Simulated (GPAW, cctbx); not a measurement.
## K2RbTlI6: what bonding does to one electron reflection, worked out

K2RbTlI6, Fm-3m (no. 225), a = 12.9529 Å, b = 12.9529 Å, c = 12.9529 Å, α = 90.00°, β = 90.00°, γ = 90.00°.

| atom | mult. | x | y | z |
| --- | --- | --- | --- | --- |
| Tl1 | 4 | 0 | 0 | 0 |
| I1 | 24 | 0 | 0 | 0.7680 |
| Rb1 | 4 | 1/2 | 0 | 0 |
| K1 | 8 | 1/4 | 3/4 | 3/4 |

The cell comes from substitution in a known structure type and wasn't matched to any measured phase.

A DFT run (GPAW, PBE, 450 eV, 3×3×3 k-points, Fermi–Dirac width 0.05 eV) gives the static X-ray structure factor of 022 as 199.058 e for the conventional cell; superposed free atoms give 201.697 e. **Problem.** Find the Fourier component V of the crystal potential and the two-beam extinction distance at 300 kV in both cases.

## 1. Geometry

The cell volume is Ω = 2173.20 Å³ and d(022) = 4.5795 Å, so g = 1/d = 0.2184 Å⁻¹.

## 2. The nuclei

Electrons feel nuclei as well as electrons, so the nuclear charges are summed with the same phases.

Phase sums Σ exp(2πi h·x), turned so that the total is real and positive: Tl +4.000, I -7.592, Rb +4.000, K +8.000. Then F_Z = 81 × (+4.000) + 53 × (-7.592) + 37 × (+4.000) + 19 × (+8.000) = 221.64 e. The electron term has the same sign for this reflection.

## 3. Mott–Bethe

Poisson's equation, term by term, gives V = (e/4πε₀)(F_Z − F)/(πΩg²), with e/4πε₀ = 14.3996 V Å.

The prefactor is 14.3996 × 4.5795²/(π × 2173.20) = 0.04423 V per electron. Free atoms: (221.64 − 201.697) × 0.04423 = 0.882 V. Crystal: (221.64 − 199.058) × 0.04423 = 0.999 V. F changes by -1.31 % and V by +13.2 %: the same 2.64 e is measured against F_Z − F = 19.9 e in place of F = 201.7 e.

## 4. Extinction distance

In the two-beam case ξ = 1/(λU) with U = 2γm₀eV/h², that is ξ = 150.41 V Å²/(γλV).

At 300 kV, λ = 0.01969 Å and γ = 1.5871. Free atoms: ξ = 5457 Å. Crystal: ξ = 4819 Å. The thickness fringes go as sin²(πt/ξ), so the two patterns slip by a quarter of a period when t|1/ξ₁ − 1/ξ₀| = 1/4, at t ≈ 1031 nm, thicker than usual samples. Thermal motion, absorption and many-beam coupling, left out here, change a real pattern.

## 5. Answer

V(022) is 1.00 V against 0.88 V, and ξ is 4819 against 5457 Å. Limits: static atoms, two beams.
